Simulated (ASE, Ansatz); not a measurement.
# Structural relaxation of Σ25 (710)[001] symmetric tilt boundary in CeO2 (300 atoms), part 3 of 3

Wanted: the relaxed structure of Σ25 (710)[001] symmetric tilt boundary in CeO2 (300 atoms) and its electronic structure.

Ansatz 0.2.0; Kohn-Sham DFT, LDA, PAW (set soft_2), plane waves.

The cell: 100 Ce and 200 O. The cell is under 6 Å thick along one periodic direction. The host structure and its lattice constant were typed by rule, without a check against the phase diagram. The main run has no spin polarisation. Spin–orbit coupling is left out.

So far. Step 3 (Cell and atoms relaxed): The relaxation changed the energy by -251 meV/atom, and atoms moved by 0.87 Å r.m.s., 2.0 Å at most.

### Step 5. Single point at the relaxed geometry

One more single point at the end of the walk gives the fuller output and checks the residual forces.

input.yaml

```yaml
crystal:
  lattice:
    - [5.38601, -0.02131, -6.0e-05]
    - [-0.07532, 19.00184, 0.0]
    - [-0.00046, -1.0e-05, 38.42408]
  atoms:
    - { symbol: Ce, position: [0.04978, 0.92762, 0.33701] }
    - { symbol: O, position: [0.34334, 0.87006, 0.38136] }
    - { symbol: O, position: [0.90824, 0.74036, 0.45793] }
    - { symbol: Ce, position: [0.11534, 0.80936, 0.4204] }
    - { symbol: O, position: [0.40971, 0.73863, 0.45636] }
    - { symbol: O, position: [0.81757, 0.62709, 0.03488] }
    - { symbol: Ce, position: [0.60063, 0.94146, 0.41532] }
    - { symbol: O, position: [0.8766, 0.87666, 0.45117] }
    - { symbol: O, position: [0.35771, 0.76657, 0.02746] }
    - { symbol: Ce, position: [0.05855, 0.88711, 0.19787] }
    - { symbol: O, position: [0.30837, 0.82715, 0.23771] }
    - { symbol: O, position: [0.81744, 0.70843, 0.31636] }
    - { symbol: Ce, position: [0.06206, 0.76916, 0.27708] }
    - { symbol: O, position: [0.31885, 0.70836, 0.31601] }
    - { symbol: O, position: [0.83635, 0.57982, 0.39039] }
    - { symbol: Ce, position: [0.07381, 0.65133, 0.35319] }
    - { symbol: O, position: [0.33673, 0.59033, 0.39053] }
    - { symbol: O, position: [0.71262, 0.46128, 0.98714] }
    - { symbol: Ce, position: [0.10094, 0.5311, 0.42711] }
    - { symbol: O, position: [0.23072, 0.48054, 0.98961] }
    - { symbol: O, position: [0.74302, 0.34603, 0.06064] }
    - { symbol: Ce, position: [0.55398, 0.90754, 0.26703] }
    - { symbol: O, position: [0.80739, 0.8476, 0.30721] }
    - { symbol: O, position: [0.34395, 0.7283, 0.3861] }
    - { symbol: Ce, position: [0.57437, 0.79161, 0.34823] }
    - { symbol: O, position: [0.84681, 0.72597, 0.38616] }
    - { symbol: O, position: [0.39419, 0.59039, 0.45793] }
    - { symbol: Ce, position: [0.61507, 0.66739, 0.4223] }
    - { symbol: O, position: [0.90109, 0.60842, 0.45708] }
    - { symbol: O, position: [0.27819, 0.48833, 0.05367] }
    - { symbol: Ce, position: [0.08967, 0.84302, 0.06143] }
    - { symbol: O, position: [0.32868, 0.78485, 0.09876] }
    [... 262 atom lines left out ...]
    - { symbol: Ce, position: [0.69656, 0.53145, 0.49029] }
    - { symbol: O, position: [0.04587, 0.4638, 0.92952] }
    - { symbol: O, position: [0.54378, 0.34939, 0.85254] }
    - { symbol: Ce, position: [0.21516, 0.55859, 0.91534] }
    - { symbol: O, position: [0.56616, 0.48572, 0.85728] }
    - { symbol: O, position: [0.03142, 0.37271, 0.7844] }
kpoints:
  mp_grid: { grid: [3, 1, 1] }
hamiltonian:
  xc: lda
scf:
  occupations: { method: fermi_dirac, width: 0.05 }
output:
  forces: true
  stress: true
  populations: true
  dos:
    method: { smearing: { sigma: 0.15 } }
    de: 0.1
    projected: { site_lists: { Ce: [Ce], O: [O] } }
  eigenvalues: true
  write_density: true
  write_potential: true
  volumetric_format: npy
  elf: true
```

Launch:

```bash
> ansatz run input.yaml --threads 32 --pin off --max-ram 143360MiB --backend cuda --events-out ev --progress --plain --runs-dir out
```

What it wrote:

```text
[...]
GPU FFT provider: cuFFT
GPU libraries: cuBLAS 13.8.1, cuFFT 12.4.0, cuSOLVER 12.3.2
[...]
Crystal: 300 atoms, lattice volume = 3932.416 Å³
Basis set: ecut = 420 eV, 76607 PW (Γ)
Bands: 2053, of which v1, the nominal top of the filled ones, is band 1200 counted from 1 (1199 counted from 0)
Symmetry: 1 space group operations
[...]
k-points: 2 of 3 (time reversal used)
[...]
GPU buffer pool allocated for 1382400 grid points (all kernels)
[...]
SCF iter   1: F=—  HF=-751346.748651 eV  |F-HF|=—  |Δ(HF+E_count)|=         —  Δρ=2.97e-2  dr2=3.68e1  ethr=1.77e-3  ⟨swp⟩=5.0  Hψ=16512  notcnv=0  defer=130
[...]
SCF iter  17: F=-751342.628753 eV  HF=-751342.628753 eV  |F-HF|=2.00e-8  |Δ(HF+E_count)|=   5.47e-9  Δρ=7.03e-7  dr2=2.58e-8  ethr=4.17e-12  ⟨swp⟩=6.5  Hψ=20628  notcnv=0
SCF 1 converged in 17 iterations: F = -751342.628753 eV  dr2 = 2.58e-8
[...]
SCF converged after 17 iterations
Free energy (F): -751342.628753 eV
[...]
Internal energy: -751342.628709 eV  (E = F + TS)
E sigma→0 (E₀):  -751342.628731 eV
Entropy (-TS):   -0.000044 eV (-0.000 meV/atom)
Fermi energy:    12.114809 eV
[...]
--- Forces (eV/Å), atoms counted from 1 ---
[... 300 lines of forces left out ...]
  max |Σ_I F_I| component: 9.40e-5 eV/Å
--- Stress (GPa, compression-positive) ---
       -0.001169      -0.002128       0.000037
       -0.002128      -0.001753       0.000158
        0.000037       0.000158      -0.031602
  P = ⅓ Tr σ = -0.0115 GPa (-0.115 kbar)
--- Band table (eV) ---
[... left out ...]
--- Löwdin populations: 300 sites ---
  site symbol       q [e]
[... 300 lines, one an atom, left out ...]
  spilling = 0.002057 (of n_electrons = 2400.000000)
```

The job ended after 17 s (1 × NVIDIA GB200 with 32 threads of Arm Neoverse V2, shared host; peak memory 8.1 GiB).

That memory is the host's; the program planned up to 82.3 GiB on the GPU.

Numbers from this run:

```yaml
free_energy: -751342.6288 eV
free_energy_per_atom: -2504.4754 eV/atom
scf_cycles: 17
pressure: -0.01151 GPa
r_m_s_force_component: 0.00222 eV/Å
longest_force: 0.01552 eV/Å
fermi_energy: 12.11 eV
spacing_of_highest_filled_and_lowest_empty_level: 1.198 eV
spilling_of_the_projection: 0.002057
```

Löwdin charges by element and coordination (they lack the spilled electrons, 0.016 e an atom on average):

```csv
element,coordination,atoms,mean charge (e),spread,least,most
Ce,all,100,0.821,0.0285,0.703,0.882
Ce,6,2,0.739,1.0e-4,0.739,0.739
Ce,7,16,0.826,0.0494,0.703,0.880
Ce,8,82,0.822,0.0186,0.753,0.882
O,all,200,-0.386,0.0255,-0.471,-0.293
O,3,20,-0.357,0.0488,-0.471,-0.293
O,4,180,-0.389,0.0189,-0.464,-0.335
```

By region:

| region | atoms | mean length of the force (eV/Å) |
| --- | --- | --- |
| lower grain | 150 | 0.003 |
| upper grain | 150 | 0.003 |

Density of states as counts of states in windows of 1 eV (from the Fermi level), total and some projections:

```csv
from (eV),to (eV),total,Ce f,O p,Ce d,Ce p,O s
-14,-13,138.5,0.8,4.0,4.3,74.7,52.8
-13,-12,40.5,0.3,0.8,1.0,21.5,16.5
-12,-11,0.1,0.0,0.0,0.0,0.1,0.0
-11,-6,0.0,0.0,0.0,0.0,0.0,0.0
-6,-5,22.3,0.2,14.6,6.4,0.2,0.1
-5,-4,245.1,4.3,169.2,60.0,4.9,1.1
-4,-3,287.1,14.1,212.1,43.4,8.3,2.4
-3,-2,357.9,42.5,275.4,22.0,11.1,2.0
-2,-1,273.3,34.7,219.4,8.0,8.5,0.5
-1,0,14.4,2.0,11.4,0.4,0.4,0.1
0,1,326.3,318.6,4.1,2.9,0.1,0.2
```

Between -26 and -14 eV lie 821 more states.

About 200 of the 2400 electrons lie in deeper levels, below the stored range.

Not all projections were asked for or kept, so they needn't add up to the total.

The levels nearest the highest filled one (over half full), pooled over k-points and spins:

```csv
level less the highest filled one (eV),occupation
-0.145,2
-0.143,2
-0.0853,2
-0.0832,2
-0.0025,2
0,2
1.20,0
1.20,0
1.21,0
1.21,0
1.23,0
1.23,0
```

Planar average of the electrostatic potential energy along the normal, with the Fermi level as zero, after a running mean with a triangular window 4 Å wide at its base:

| height (Å) | potential energy (eV) |
| --- | --- |
| 0.0 | -5.65 |
| 1.1 | -6.14 |
| 2.1 | -6.34 |
| 3.3 | -6.40 |
| 4.4 | -6.37 |
| 5.4 | -6.42 |
| 6.5 | -6.43 |
| 7.7 | -6.44 |
| 8.7 | -6.44 |
| 9.8 | -6.46 |
| 11.0 | -6.46 |
| 12.1 | -6.46 |
| 13.1 | -6.46 |
| 14.2 | -6.12 |
| 15.4 | -5.93 |
| 16.4 | -5.96 |
| 17.5 | -5.52 |
| 18.6 | -5.41 |
| 19.6 | -5.79 |
| 20.8 | -6.21 |
| 21.9 | -6.41 |
| 22.9 | -6.41 |
| 24.1 | -6.39 |
| 25.2 | -6.42 |
| 26.2 | -6.43 |
| 27.3 | -6.45 |
| 28.5 | -6.45 |
| 29.6 | -6.48 |
| 30.6 | -6.44 |
| 31.7 | -6.45 |
| 32.9 | -6.34 |
| 33.9 | -6.06 |
| 35.0 | -6.00 |
| 36.1 | -5.70 |
| 37.1 | -5.32 |
| 38.3 | -5.61 |

Mean Löwdin charges: Ce +0.82, O -0.39 e. The largest share in the top eV of filled states is O p (81 % of the projected weight), and in the lowest eV of empty states Ce f (95 % of the projected weight).

The surroundings of O78, which has 3 bonded neighbours where the commonest count for O is 4, nearest first, numbered as they follow in the input and with coordinates relative to it.

```
 atom      x      y      z  distance (Å)  bonds  Löwdin charge (e)
  O78   0.00   0.00   0.00          0.00      3              -0.29
  Ce7  -0.90  -1.80  -0.54          2.08      7               0.88
 Ce79   1.25   0.90  -1.49          2.14      8               0.79
Ce100  -1.85   1.20   1.03          2.43      8               0.75
 O168  -0.99  -0.32   2.31          2.53      3              -0.34
  O98  -0.30   2.55  -0.29          2.59      4              -0.36
 O128  -0.03  -0.68  -2.51          2.60      4              -0.40
  O80  -2.58  -0.32  -0.28          2.62      3              -0.35
```

The column of bonds counts only the pairs O-Ce within 2.83 Å; other neighbours, such as metal atoms beside each other in a compound, aren't counted, and periodic images can show an atom twice.

### Step 6. What came out

```
energy change in the relaxation                  : -251.2 meV/atom
r.m.s. displacement                              : 0.873 Å
largest displacement                             : 1.982 Å
free energy per atom                             : -2504.4754 eV/atom
density                                          : 7.268 g/cm³
pressure                                         : -0.01151 GPa
r.m.s. force component                           : 0.00222 eV/Å
gap (highest filled to lowest empty level) : 1.198 eV
wall time of the 3 DFT runs                      : 8.8 min
```

What this shows: Relaxation lowers the energy by 251 meV/atom and moves atoms by 0.87 Å r.m.s.; the r.m.s. force component goes from 0.89 to 0.0022 eV/Å, the pressure goes from -7.3 to -0.012 GPa. Displacements are taken in the final cell, so they leave out its strain. By the final cutoffs 10 of 748 bonded pairs parted and 42 joined. The cell shrank by 9.9 % in volume. First to last step the energy falls by 75.367 eV, across changes of basis; the largest move, 1.98 Å, is that of O180, with 1 other atom within 2 % of it. The O-Ce bonds go from 2.345 Å (spread 0.039) to 2.324 Å (spread 0.080), and their number from 748 to 780. Counting bonds as in the table, 82 % of Ce atoms have 8 and 90 % of O atoms have 4 bonded neighbours. Between filled and empty levels lie 1.20 eV on the run's k-points; the mesh holds the band edges only if they fold onto it, so the gap at this level can be narrower or closed.

[Logs are printed without paths, hosts, clocks, repeated set-up lines and the standing remarks that a program may print on its own settings, such as how far it seeks lower states.]

[Hosts, paths, dates, database ids (printed as entryN), source tags and the programs' standing remarks are cut or masked in the printed files.]
